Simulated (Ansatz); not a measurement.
# BAs (F-43m): lattice thermal conductivity

Wanted: κ(T), lifetimes and mean free paths for BAs.

Measurements to reproduce:
- thermal conductivity 1160 W/m/K near room temperature (given in “Boron isotope effect on the thermal conductivity of boron arsenide single crystals”, 2019, arxiv:1910.02152)
- thermal conductivity 1000 W/m/K near room temperature (given in “Thermal expansion coefficient and lattice anharmonicity of cubic boron arsenide”, 2019, arxiv:1903.01668)

Program: Ansatz 0.2.0. Level of theory: DFT r2SCAN, scalar-relativistic, plane waves, PAW; PAW set soft_1. Results are calculated unless marked as measured.

### Step 1. Starting point

Symmetry: F-43m, No. 216, cubic system. Conventional cell: a = 4.777 Å, b = 4.777 Å, c = 4.777 Å, α = 90.00°, β = 90.00°, γ = 90.00°. B has 4 As at 2.07 Å nearest. As has 4 B at 2.07 Å nearest. Farther neighbours are not listed.

### Step 2. Probe on a coarse mesh

A cheap single point shows whether the cell is a metal or an insulator and how far it is from rest; that sets the k-mesh and the occupations of what follows.

input.yaml reads:

```yaml
crystal:
  lattice:
    - [0.0, 2.3885, 2.3885]
    - [2.3885, 0.0, 2.3885]
    - [2.3885, 2.3885, 0.0]
  atoms:
    - { symbol: B, position: [0.0, 0.0, 0.0] }
    - { symbol: As, position: [0.25, 0.25, 0.25] }
kpoints:
  mp_grid: { grid: [6, 6, 6] }
hamiltonian:
  xc: r2scan
  pseudopotentials: { kind: paw, azcp: { folder: soft_1 } }
scf:
  occupations: { method: gaussian, width: 0.1 }
  lower_state_search: "off"
output:
  forces: true
  stress: true
  eigenvalues: true
```

Run with:

```bash
> ansatz run input.yaml --threads 18 --pin off --max-ram 92160MiB --backend cuda --events-out ev --progress --plain --runs-dir out --max-vram 78GiB
```

Numbers of over 12 decimals in the logs are rounded to 6 here.

Output:

```text
Engine: ansatz 0.2.0, aarch64-unknown-linux-gnu
Pseudopotentials: kind: paw
Pseudopotential: B, paw, valence charge 3, recommended cutoff 500 eV (meta_gga), soft_1/B.paw.azcp
Pseudopotential: As, paw, valence charge 15, recommended cutoff 500 eV (meta_gga), soft_1/As.paw.azcp
Functional definition: r2SCAN
  parameter k0 = 0.174
  parameter k1 = 0.065
  parameter a1 = 4.9479
  exchange = r2scan_x(k0 = k0, k1 = k1, a1 = a1)
  correlation = r2scan_c
device memory: the entry about to start is reckoned to put 0.7 GiB on a device that reports 126.7 GiB free (of which the cap on the GPU budget leaves the run 78.0 GiB)
GPU FFT provider: cuFFT
GPU libraries: cuBLAS 13.8.1, cuFFT 12.4.0, cuSOLVER 12.3.2
GPU matrix products: emulated (plane waves: as basis.precision tells), large ones in fixed point in workspaces of 1.00 GiB
Crystal: 2 atoms, lattice volume = 27.252 Å³
Basis set: ecut = 500 eV, 701 PW (Γ), exchange–correlation on 100×100×100 points (64 copies of the dense FFT grid, shifted against one another)
Bands: 13, of which v1, the nominal top of the filled ones, is band 9 counted from 1 (8 counted from 0)
Symmetry: 24 space group operations
Space group: F-43m (ITA 216), of the structure as read, at distance tolerance 3.0e-5 Å
k-points: 16 of 216 (time reversal used)
Non-local potential: B, projectors of the file, l = 0: 2, l = 1: 2, l = 2: 1
Non-local potential: As, projectors of the file, l = 0: 2, l = 1: 2, l = 2: 3, l = 3: 1
PAW form: soft (Blöchl's): semilocal exchange-correlation on the pseudo side does not see the compensation charge
PAW frozen core: B, regenerated for the run's functional (the file was generated under x = pbe(κ = 0.804, μ = 0.219515), c = pbe(β = 0.066725))
PAW frozen core: As, regenerated for the run's functional (the file was generated under x = pbe(κ = 0.804, μ = 0.219515), c = pbe(β = 0.066725))
PAW one-centre angular grid: B, 302 points (default); XC on 223 of its mesh's 2233 points in the sphere
PAW one-centre angular grid: As, 590 points (default); XC on 160 Gauss nodes
Initial density: superposition of atomic densities (chi_scale 0.1, normalization cell, long waves kept (reshape's long-wave potential 0.00 eV rms))
Initial wavefunctions: pseudopotential atomic-orbital guess
GPU buffer pool allocated for 15625 grid points (all kernels)
GPU transforms: local potential and band sums: pruned to the plane-wave sphere, on 25×25×25
Functional: x = r2scan, c = r2scan; τ floored in thin density (d = 2e-4 eV/Å³)
SCF iter   1: F=-5020.912192 eV  HF=-5021.649809 eV  |F-HF|=7.38e-1  |Δ(HF+E_count)|=         —  Δρ=7.03e-2  dr2=1.65e0  dr2_τ=1.71e-1  ethr=3.10e-3  ⟨swp⟩=5.0  Hψ=1232  notcnv=0
preconditioner: auto → none  [insulator: Δε(μ)=1.828 eV  Ē_g=13.249 eV  σ=0.100 eV  W_gap=1.00  n_scr=8 (ndim 8)  ℏωp=20.1 eV  f_vac=0.000  D(μ)=0.00/eV (n_scr^D=0)  ε∞_Penn≈3.3]
SCF iter   2: F=-5021.325921 eV  HF=-5021.332117 eV  |F-HF|=6.20e-3  |Δ(HF+E_count)|=   3.18e-1  Δρ=2.47e-2  dr2=1.21e-1  dr2_τ=9.53e-3  ethr=3.10e-3  ⟨swp⟩=2.4  Hψ=521  notcnv=0
SCF iter   3: F=-5021.335613 eV  HF=-5021.336496 eV  |F-HF|=8.83e-4  |Δ(HF+E_count)|=   4.38e-3  Δρ=1.01e-2  dr2=1.86e-2  dr2_τ=8.42e-4  ethr=6.72e-4  ⟨swp⟩=3.0  Hψ=473  notcnv=0
SCF iter   4: F=-5021.337327 eV  HF=-5021.337577 eV  |F-HF|=2.50e-4  |Δ(HF+E_count)|=   1.08e-3  Δρ=1.57e-3  dr2=4.24e-4  dr2_τ=8.99e-6  ethr=1.04e-4  ⟨swp⟩=3.0  Hψ=479  notcnv=0
SCF iter   5: F=-5021.337538 eV  HF=-5021.337525 eV  |F-HF|=1.25e-5  |Δ(HF+E_count)|=   5.17e-5  Δρ=4.23e-4  dr2=1.98e-5  dr2_τ=3.16e-7  ethr=2.35e-6  ⟨swp⟩=2.0  Hψ=416  notcnv=0
SCF iter   6: F=-5021.337567 eV  HF=-5021.337567 eV  |F-HF|=3.06e-7  |Δ(HF+E_count)|=   4.18e-5  Δρ=5.01e-5  dr2=6.16e-7  dr2_τ=8.50e-9  ethr=1.10e-7  ⟨swp⟩=2.0  Hψ=272  notcnv=0
SCF iter   7: F=-5021.337567 eV  HF=-5021.337567 eV  |F-HF|=5.05e-9  |Δ(HF+E_count)|=   3.82e-8  Δρ=4.99e-6  dr2=7.15e-9  dr2_τ=6.79e-11  ethr=5.56e-10  ⟨swp⟩=5.9  Hψ=1026  notcnv=0
SCF 1 converged in 7 iterations: F = -5021.337567 eV  dr2 = 7.15e-9
  greatest PAW one-centre occupation: 0.999 electrons in one spin orbital (limit 2), on the As atom at site 1 (counted from 0), in its partial waves of l = 2
SCF converged after 7 iterations
Free energy (F): -5021.337567 eV
Harris-Foulkes:  -5021.337567 eV  (|F-HF|=5.05e-9)
Internal energy: -5021.337567 eV  (E = F + TS)
E sigma→0 (E₀):  -5021.337567 eV
Fermi energy:    11.347192 eV
--- Per-component energies (eV) ---
  E_band       = -230.458099
  E_kinetic    = 146.697764
  E_local      = -1954.855964  (includes V_loc(G=0)·N_el)
  E_nonlocal   = -384.392200
  E_hartree    = 1102.021859
  E_xc         = -98.431434
  E_vxc        = -120.430664  (∫ρ·V_xc dr)
  E_paw        = -2105.126775  (= ΣΔE_a)
  E_vpaw       = -127.510118  (= ΣTr[D̂ρ^β])
  E_aug_tail   = 0.000018  (compensation charges beyond the density's cutoff)
  E_vtau       = 5.992026  (kinetic-family band-sum trace: ∫τ·v_τ [+ j·A + Jᵃ·Aᵃ] dr)
  E_ewald      = -1725.774997
  E_core_change = -1.475837  (= ΣΔE_core)
  E_smearing   = -0.000000  (= −TS)
  E_closure    = -0.000000  (closes the sum)
  Σ components = -5021.337567   (vs F -5021.337567, Δ=0.00e0)
--- Forces (eV/Å), atoms counted from 1 ---
  atom   1  B      0.00000000    -0.00000000    -0.00000000
  atom   2  As     0.00000000    -0.00000000     0.00000000
  max |Σ_I F_I| component: 3.86e-16 eV/Å
--- Stress (GPa, compression-positive) ---
        0.534270      -0.000000      -0.000000
       -0.000000       0.534270       0.000000
        0.000000       0.000000       0.534270
  P = ⅓ Tr σ = 0.5343 GPa (5.343 kbar)
--- Band table (eV; the first three rows and the last of 16) ---
  k-point 0: bands = [... 5 lower, -5.5436, 10.6178, 10.6178, 10.6178, 14.0558, 14.0558, 14.0558, 15.7309]
  k-point 1: bands = [... 5 lower, -5.0678, 7.5011, 9.8898, 9.8898, 14.1971, 15.0063, 15.0063, 17.7839]
  k-point 2: bands = [... 5 lower, -3.7361, 3.5288, 9.0019, 9.0019, 13.7582, 15.7247, 15.7247, 20.0155]
  k-point 15: bands = [... 5 lower, -0.9653, 1.8755, 5.2167, 5.4229, 14.6990, 14.9572, 19.8207, 20.1127]
```

The job ended after 1.3 s (1 × NVIDIA GB200 with 18 threads of Arm Neoverse V2, shared host; peak memory 1.1 GiB; 2.2 s of CPU time).

A gap read on the k-mesh alone can miss the band edges.

Numbers from this step:

```
pressure          : 0.5343 GPa
gap on the k-mesh : 1.463 eV
volume per atom   : 13.63 Å³/atom
```

The start is under 0.53 GPa at this level and looks like an insulator or semiconductor on this mesh.

### Step 3. Finding the static equilibrium

Phonons are second derivatives about a minimum, so cell and atoms are relaxed first, inside the symmetry of the start.

input.yaml, the sections that differ from step 2:

```yaml
kpoints:
  mp_grid: { grid: [10, 10, 10] }
scf:
  occupations: { method: gaussian, width: 0.02 }
  lower_state_search: "off"
relax:
  adjacent_minimum: "off"
  f_tol: 0.005
  max_steps: 80
  cell: { stress_tol: 0.05 }
# crystal, hamiltonian, output: as in step 2
```

Output:

```text
[...]
Crystal: 2 atoms, lattice volume = 27.252 Å³
Basis set: ecut = 500 eV, 701 PW (Γ), exchange–correlation on 100×100×100 points (64 copies of the dense FFT grid, shifted against one another)
Bands: 13, of which v1, the nominal top of the filled ones, is band 9 counted from 1 (8 counted from 0)
Symmetry: 24 space group operations
[...]
k-points: 47 of 1000 (time reversal used)
[...]
SCF iter   1: F=-5020.934532 eV  HF=-5021.665475 eV  |F-HF|=7.31e-1  |Δ(HF+E_count)|=         —  Δρ=7.00e-2  dr2=1.64e0  dr2_τ=1.70e-1  ethr=3.10e-3  ⟨swp⟩=5.4  Hψ=3541  notcnv=0
[...]
SCF iter   2: F=-5021.344665 eV  HF=-5021.350581 eV  |F-HF|=5.92e-3  |Δ(HF+E_count)|=   3.15e-1  Δρ=2.46e-2  dr2=1.19e-1  dr2_τ=9.41e-3  ethr=3.10e-3  ⟨swp⟩=2.3  Hψ=1534  notcnv=0
[...]
SCF iter   7: F=-5021.356072 eV  HF=-5021.356072 eV  |F-HF|=4.54e-9  |Δ(HF+E_count)|=   4.23e-8  Δρ=4.86e-6  dr2=6.55e-9  dr2_τ=6.24e-11  ethr=5.56e-10  ⟨swp⟩=5.7  Hψ=2942  notcnv=0
SCF 1 converged in 7 iterations: F = -5021.356072 eV  dr2 = 6.55e-9
[...]
relax step   1: F+E_penalty+E_count = -5021.35607151 eV  Δ(F+E_penalty+E_count) = +0.000e0 eV  max|allowed force component| = 2.325e-16 eV/Å  Δτ_max = 0.0000 Å  P = +0.495 GPa  Ω = 27.252 Å³  (7 SCF iters, dr2 threshold 1.00e-7 eV, accepted)
[...]
Crystal: 2 atoms, lattice volume = 27.323 Å³
[...]
iter 1 solved again at ethr=3.08e-7 eV; its pass at ethr=3.10e-3 eV (dr2=5.54e-5 eV) is discarded
[...]
SCF iter   2: F=-5021.356200 eV  HF=-5021.356200 eV  |F-HF|=5.81e-7  |Δ(HF+E_count)|=   1.61e-5  Δρ=8.64e-5  dr2=2.60e-6  dr2_τ=3.07e-7  ethr=2.97e-7  ⟨swp⟩=2.0  Hψ=752  notcnv=0
[...]
SCF iter   4: F=-5021.356200 eV  HF=-5021.356200 eV  |F-HF|=4.78e-9  |Δ(HF+E_count)|=   3.50e-9  Δρ=6.56e-6  dr2=1.09e-8  dr2_τ=2.41e-10  ethr=1.11e-9  ⟨swp⟩=5.0  Hψ=2820  notcnv=0
SCF 2 converged in 4 iterations: F = -5021.356200 eV  dr2 = 1.09e-8
relax step   2: F+E_penalty+E_count = -5021.35620001 eV  Δ(F+E_penalty+E_count) = -1.285e-4 eV  max|allowed force component| = 5.493e-17 eV/Å  Δτ_max = 0.0000 Å  P = +0.124 GPa  Ω = 27.323 Å³  energy of the carried Pulay correction = -7.963e-6 eV  (4 SCF iters, dr2 threshold 2.00e-7 eV, accepted)
[...]
Crystal: 2 atoms, lattice volume = 27.347 Å³
Basis set: ecut = 500 eV, 725 PW (Γ), exchange–correlation on 100×100×100 points (64 copies of the dense FFT grid, shifted against one another)
[...]
SCF iter   3: F=-5021.356207 eV  HF=-5021.356207 eV  |F-HF|=9.88e-10  |Δ(HF+E_count)|=   6.24e-9  Δρ=1.11e-5  dr2=3.52e-8  dr2_τ=1.70e-9  ethr=2.15e-10  ⟨swp⟩=5.2  Hψ=2972  notcnv=0
SCF 3 converged in 3 iterations: F = -5021.356207 eV  dr2 = 3.52e-8
relax step   3: F+E_penalty+E_count = -5021.35620672 eV  Δ(F+E_penalty+E_count) = -6.705e-6 eV  max|allowed force component| = 3.180e-17 eV/Å  Δτ_max = 0.0000 Å  P = +0.002 GPa  Ω = 27.347 Å³  energy of the carried Pulay correction = -1.064e-5 eV  (3 SCF iters, dr2 threshold 3.86e-8 eV, accepted)
[...]
SCF iter   1: F=-5021.356191 eV  HF=-5021.356191 eV  |F-HF|=1.55e-7  |Δ(HF+E_count)|=         —  Δρ=1.42e-5  dr2=3.70e-8  dr2_τ=2.01e-9  ethr=2.55e-8  ⟨swp⟩=3.1  Hψ=5536  notcnv=0
[...]
SCF iter   2: F=-5021.356219 eV  HF=-5021.356219 eV  |F-HF|=3.61e-8  |Δ(HF+E_count)|=   2.75e-5  Δρ=6.82e-6  dr2=7.14e-9  dr2_τ=1.07e-9  ethr=2.06e-10  ⟨swp⟩=2.6  Hψ=947  notcnv=0
[...]
SCF iter   4: F=-5021.356219 eV  HF=-5021.356219 eV  |F-HF|=4.55e-11  |Δ(HF+E_count)|=  5.20e-10  Δρ=3.92e-7  dr2=1.41e-11  dr2_τ=1.87e-12  ethr=1.00e-12  ⟨swp⟩=4.4  Hψ=3087  notcnv=0
SCF 4 converged in 4 iterations: F = -5021.356219 eV  dr2 = 1.41e-11
relax step   4: F+E_penalty+E_count = -5021.35621876 eV  Δ(F+E_penalty+E_count) = -1.204e-5 eV  max|allowed force component| = 4.019e-17 eV/Å  Δτ_max = 0.0000 Å  P = +0.002 GPa  Ω = 27.347 Å³  stress off target by 1.51e-3 GPa  SCF on the basis re-selected at this cell (its energy is not comparable with the rows above)  (4 SCF iters)
basis re-selected at this cell: Δ(F+E_penalty+E_count) = -1.204e-5 eV, ΔP = -0.000 GPa vs the last step (what re-selecting the basis moved, of the pressure what is left beyond the Pulay correction that the steps carried, after the strain that the cell walked since its last selection, with what the two solves' SCF thresholds leave and, on support functions, any second-order correction that the steps lacked; it is no m [...]
SCF converged after 4 iterations
Free energy (F): -5021.356219 eV
[...]
Internal energy: -5021.356219 eV  (E = F + TS)
E sigma→0 (E₀):  -5021.356219 eV
Fermi energy:    11.245064 eV
[...]
--- Stress (GPa, compression-positive) ---
        0.001508      -0.000000      -0.000000
       -0.000000       0.001508       0.000000
        0.000000       0.000000       0.001508
  P = ⅓ Tr σ = 0.0015 GPa (0.015 kbar)
--- Band table (eV; the first three rows and the last of 47) ---
  k-point 0: bands = [... 5 lower, -5.5692, 10.5584, 10.5584, 10.5584, 13.9941, 13.9941, 13.9941, 15.6246]
  k-point 1: bands = [... 5 lower, -5.3973, 9.0873, 10.2372, 10.2372, 14.2204, 14.4182, 14.4182, 16.5172]
  k-point 2: bands = [... 5 lower, -4.8900, 6.6076, 9.6269, 9.6269, 14.0321, 15.1850, 15.1850, 18.2746]
  k-point 46: bands = [... 5 lower, -0.9846, 1.9159, 4.9723, 5.2340, 15.4446, 15.8108, 18.8279, 19.0054]
--- Relaxed structure (3 steps of the walk, 3 accepted, 1 SCFs on fresh bases) ---
  F+E_penalty+E_count = -5021.35621876 eV   max|allowed force component| = 4.019e-17 eV/Å   (the final SCF, on the basis selected at the relaxed cell)
  cell:  # Å, volume = 27.3470 Å³
    - [0, 2.391260, 2.391260]
    - [2.391260, 0, 2.391260]
    - [2.391260, 2.391260, 0]
  atoms:
    - { symbol: B, position: [0, 0, 0] }
    - { symbol: As, position: [0.25, 0.25, 0.25] }
```

It took 3.4 s on 1 × NVIDIA GB200 with 18 threads; peak memory 1.1 GiB; 7.9 s of CPU time.

The steps of the relaxation:

```csv
step,energy less that of the first step (eV),largest force component (eV/Å),pressure (GPa),volume (Å³)
1,0.0000,0.0000,0.49,27.25
2,-0.0001,0.0000,0.12,27.32
3,-0.0001,0.0000,0.00,27.35
4*,-0.0001,0.0000,0.00,27.35
```

Relaxation steps marked * repeat the geometry before them on a plane-wave basis chosen anew for their cell, so energy and pressure can jump there.

The run keeps the 24 symmetry operations that it works with, so distortions that break them were not tested.

```csv
"conventional cell, symmetrised",before,after,change
a (Å),4.777,4.783,+0.1 %
b (Å),4.777,4.783,+0.1 %
c (Å),4.777,4.783,+0.1 %
volume (Å³/atom),13.63,13.67,+0.3 %
```

Final coordinates:

```xyz
2
Lattice="0.0000 2.3913 2.3913 2.3913 0.0000 2.3913 2.3913 2.3913 0.0000" Properties=species:S:1:pos:R:3 pbc="T T T"
B     0.0000    0.0000    0.0000
As    1.1956    1.1956    1.1956
```

Numbers from this step:

```
pressure          : 0.001508 GPa
gap on the k-mesh : 1.374 eV
volume per atom   : 13.67 Å³/atom
```

The cell grew by 0.3 % in volume.

### Step 4. Tight relaxation

The relaxation is repeated with tighter thresholds on force and stress, since phonons are sensitive to what is left; a change of mesh or smearing in the input moves the cell too.

input.yaml, the sections that differ from step 3:

```yaml
crystal:
  lattice:
    - [0.0, 2.3912600749, 2.3912600749]
    - [2.3912600749, 0.0, 2.3912600749]
    - [2.3912600749, 2.3912600749, 0.0]
  atoms:
    - { symbol: B, position: [0.0, 0.0, 0.0] }
    - { symbol: As, position: [0.25, 0.25, 0.25] }
kpoints:
  mp_grid: { grid: [12, 12, 12] }
scf:
  occupations: { method: fixed }
  lower_state_search: "off"
relax:
  adjacent_minimum: "off"
  f_tol: 0.001
  max_steps: 60
  cell: { stress_tol: 0.01 }
# hamiltonian, output: as in step 3
```

Output:

```text
[...]
GPU FFT provider: cuFFT
GPU libraries: cuBLAS 13.8.1, cuFFT 12.4.0, cuSOLVER 12.3.2
[...]
Crystal: 2 atoms, lattice volume = 27.347 Å³
Basis set: ecut = 500 eV, 725 PW (Γ), exchange–correlation on 100×100×100 points (64 copies of the dense FFT grid, shifted against one another)
[...]
k-point 71: bands = [... 5 lower, -0.9682, 1.9707, 4.8440, 5.1441, 16.2605, 16.9994, 17.7477, 17.9471]
--- Relaxed structure (1 steps of the walk, 1 accepted, 1 SCFs on fresh bases) ---
[...]
cell:  # Å, volume = 27.3470 Å³
    - [0.0, 2.3912600749, 2.3912600749]
    - [2.3912600749, 0.0, 2.3912600749]
    - [2.3912600749, 2.3912600749, 0.0]
  atoms:
    - { symbol: B, position: [0.0, 0.0, 0.0] }
    - { symbol: As, position: [0.25, 0.25, 0.25] }
[key lines of the parts left out:]
SCF converged after 4 iterations
Free energy (F): -5021.356535 eV
Fermi energy:    10.558241 eV
P = ⅓ Tr σ = 0.0025 GPa (0.025 kbar)
```

Wall time 2.9 s (1 × NVIDIA GB200 with 18 threads); peak memory 1.1 GiB.

Little changed from the start: no atom moved by 0.005 Å and no cell edge by 0.1 %.

Numbers from this step:

```yaml
pressure: 0.002477 GPa
gap_on_the_k_mesh: 1.383 eV
```

The residual pressure is 0.0025 GPa, small enough for phonons.

[end of part 1 of 2]

[Logs are printed without paths, hosts, clocks, repeated set-up lines and the standing remarks that a program may print on its own settings, such as how far it seeks lower states.]

[Hosts, paths, dates, database ids (printed as entryN), source tags and the programs' standing remarks are cut or masked in the printed files.]

[A step with changed settings may run another functional than the one named; its input shows which.]
